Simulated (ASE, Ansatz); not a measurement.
# Twisted silicene bilayer, 27.80° (156 atoms): support functions against a reference, part 2 of 2

Aim: test how closely localised support functions follow the reference on twisted silicene bilayer, 27.80° (156 atoms), and at what cost. A setting counts as converged where the r.m.s. difference of forces stays under 1 % of the r.m.s. force.

Ansatz 0.2.0; Kohn-Sham DFT, PBE+D3(BJ), PAW (set soft_2), plane waves.

The cell: 156 Si. Beside vacuum, support functions can miss their usual error bounds without a warning. The Brillouin zone is sampled at Γ only, in a cell whose shortest periodic width is 21 Å.

So far: Set-up; Plane-wave single point; Structure statistics.

## (3) Structure statistics (continued)

The surroundings of Si45, which bears the longest force, nearest first, numbered as they follow in the input and with coordinates relative to it.

```
 atom      x      y      z  distance (Å)  bonds  Löwdin charge (e)     Fx     Fy  Fz (eV/Å)
 Si45   0.00   0.00   0.00          0.00      3               0.04  -0.46  -0.53       0.52
 Si48   0.60   2.12  -0.43          2.24      3               0.06   0.19   0.35      -0.18
 Si46   1.52  -1.63  -0.44          2.27      3               0.06   0.00  -0.24      -0.05
 Si34  -2.18  -0.57  -0.44          2.29      3               0.06   0.13   0.42      -0.06
Si142   0.39  -0.76   3.24          3.35      3               0.04   0.14  -0.35      -0.49
 Si47  -0.93   3.72  -0.01          3.84      3               0.04  -0.26   0.13       0.24
 Si57   2.77   2.67   0.01          3.84      3               0.05  -0.19   0.10       0.41
 Si55   3.69  -1.08  -0.01          3.85      3               0.04   0.11  -0.19       0.37
 Si33  -3.73   1.06   0.02          3.88      3               0.04   0.17  -0.27       0.29
 Si43   0.88  -3.78  -0.01          3.88      3               0.04   0.32   0.36       0.37
 Si31  -2.79  -2.70   0.01          3.88      3               0.03  -0.05   0.03       0.48
Si141  -0.22   1.36   3.71          3.96      3               0.06  -0.22   0.37       0.11
```

The column of bonds counts only the pairs Si-Si within 2.68 Å; other neighbours, such as metal atoms beside each other in a compound, aren't counted, and periodic images can show an atom twice.

## (4) Support functions medium

The cell is solved in localised support functions.

This step: Kohn-Sham DFT, PBE+D3(BJ), PAW (set soft_2), localised support functions (medium) (Ansatz 0.2.0).

The input, input.yaml:

```yaml
crystal:
  lattice:
    - [24.1057, 0.0, 0.0]
    - [-12.05285, 20.87615, 0.0]
    - [0.0, 0.0, 18.14]
  atoms:
    [... the 156 atom lines of step 2 ...]
kpoints:
  mp_grid: { grid: [1, 1, 1] }
hamiltonian:
  xc: pbe
  dispersion: d3bj
scf:
  occupations: { method: fermi_dirac, width: 0.025 }
  eigensolver: { kind: { support_functions: { accuracy: medium } } }
  mixing: { beta: 0.4 }
  max_iter: 150
output:
  forces: true
  eigenvalues: true
```

Command:

```bash
$ ansatz run input.yaml --threads 8 --pin off --max-ram 15872MiB --backend cpu --events-out ev --progress --plain --runs-dir out
```

Numbers of over 12 decimals in the logs are rounded to 6 here.

Output:

```text
Warning: scf.eigensolver.kind.support_functions: disabling space-group detection — the functions' gradient is summed over unrotated k-points, so no spatial operation reduces the k-mesh or symmetrises the density; time reversal is kept, so that k and −k are solved as one point where they differ and the mesh holds both, and exact exchange and, on two spinor components, a DFT+U term hold to it where the run has them: [...]
settings of this run that can trade accuracy for cost: scf.eigensolver.kind.support_functions [...]
[...]
Crystal: 156 atoms, lattice volume = 9128.669 Å³
Basis set: ecut = 420 eV, 178525 PW (Γ), exchange–correlation on 324×324×250 points (8 copies of the dense FFT grid, shifted against one another)
Bands: 375, of which v1, the nominal top of the filled ones, is band 312 counted from 1 (311 counted from 0)
Symmetry: 1 space group operations
k-points: 1
[...]
SCF iter   1: F=—  HF=-99099.756512 eV  |F-HF|=—  |Δ(HF+E_count)|=         —  Δρ=2.04e-2  dr2=4.00e1  ethr=1.00e-1
[...]
SCF iter  21: F=—  HF=-99130.376802 eV  |F-HF|=—  |Δ(HF+E_count)|=   2.75e-4  Δρ=1.12e-7  dr2=2.86e-9  ethr=1.00e-12  κ⁻¹=3.0e-6(r=7)
SCF iter  22: F=-99130.377052 eV  HF=-99130.377052 eV  |F-HF|=1.81e-7  |Δ(HF+E_count)|=   2.50e-4  Δρ=1.04e-7  dr2=2.47e-9  ethr=1.00e-12
SCF 1 converged in 22 iterations: F = -99130.384584 eV  dr2 = 2.47e-9
[...]
SCF converged after 22 iterations
Stability not checked: this state was not tested for a lower state beside it, because the mixer in use, unlike msr1, does not test its closes by its own steps (another_mixer; see scf.mixing.algorithm and scf.lower_state_search)
Free energy (F): -99130.384584 eV
[...]
Internal energy: -99130.151268 eV  (E = F + TS)
E sigma→0 (E₀):  -99130.267926 eV
Entropy (-TS):   -0.233316 eV (-1.496 meV/atom)
Fermi energy:    -0.985479 eV
[...]
Σ components = -99130.384584   (vs F -99130.384584, Δ=0.00e0)
--- Forces (eV/Å), atoms counted from 1 ---
  atom   1  Si     0.02815945     0.12635608     0.45537655
  atom   2  Si     0.19288088     0.27039532    -0.07948190
  atom   3  Si     0.36962582    -0.19972086     0.34258190
  atom   4  Si     0.03785695     0.28460429    -0.05143014
[...]
atom 156  Si    -0.01104459    -0.08445471    -0.36811184
  max |Σ_I F_I| component: 6.72e-4 eV/Å
--- Band table (eV) ---
[...]
```

The job ended after 2.6 min (8 threads of Arm Neoverse V2, shared host; peak memory 7.2 GiB).

The program notes that the band table was not solved further than the SCF left it and it switched symmetry off. Further notices: vacuum switching off with vacuum.

Keys that differ from the reference: support_functions.accuracy = "medium", scf.max_iter = 150 and scf.mixing.beta = 0.4.

Forces differ from the reference by 0.15 meV/Å r.m.s., 0.061 % of their size, well within a tolerance of 1 %; the energy by -0.30 meV/atom.

## (5) The ladder side by side

Differences are against the plane-wave reference (Kohn-Sham DFT, PBE+D3(BJ), PAW (set soft_2), plane waves), whose r.m.s. force component is 0.255 eV/Å. Energies are set beside the reference only for runs with its functional, potentials and electron count. Times are for 8 threads of Arm Neoverse V2, shared host. The reference's time includes the DOS and grids, which some other runs skip.

```csv
run,"Δ force, r.m.s. (meV/Å)",share of r.m.s. force (%),Δ energy (meV/atom),cycles,time,host memory (GiB)
reference,-,-,-,12,1.8 min,11
support functions medium,0.155,0.0606,-0.298,22,2.6 min,7.2
```

## (6) What came out

```yaml
free_energy_per_atom: -635.4509 eV/atom
r_m_s_force_component: 0.2551 eV/Å
potential_in_mid_vacuum_over_the_fermi_level: 4.804 eV
wall_time_of_the_2_dft_runs: 4.4 min
```

In words: Against plane waves at 420 eV, the forces differ by 0.15 meV/Å (0.061 %) with support functions medium. At 156 atoms the run with support functions medium takes roughly 1.4 times the time of plane waves (whose run also made extra analyses, so the like-for-like ratio is larger), in 22 SCF cycles against 12. Differences between support functions and plane waves include what basis error the plane-wave run still has.

No gap is quoted, since levels at the Fermi energy are partly filled. The potential stands 4.80 eV above the Fermi level over the upper face and 4.80 eV under the lower one, a reading of the work function, with no dipole correction. With the cutoffs above, all Si atoms have 3 bonded neighbours.

**Limits.** The geometry was built by rule, was displaced at random and isn't relaxed at this level: its force components are 0.26 eV/Å r.m.s.

[Logs are printed without paths, hosts, clocks, repeated set-up lines and the standing remarks that a program may print on its own settings, such as how far it seeks lower states.]

[Hosts, paths, dates, database ids (printed as entryN), source tags and the programs' standing remarks are cut or masked in the printed files.]
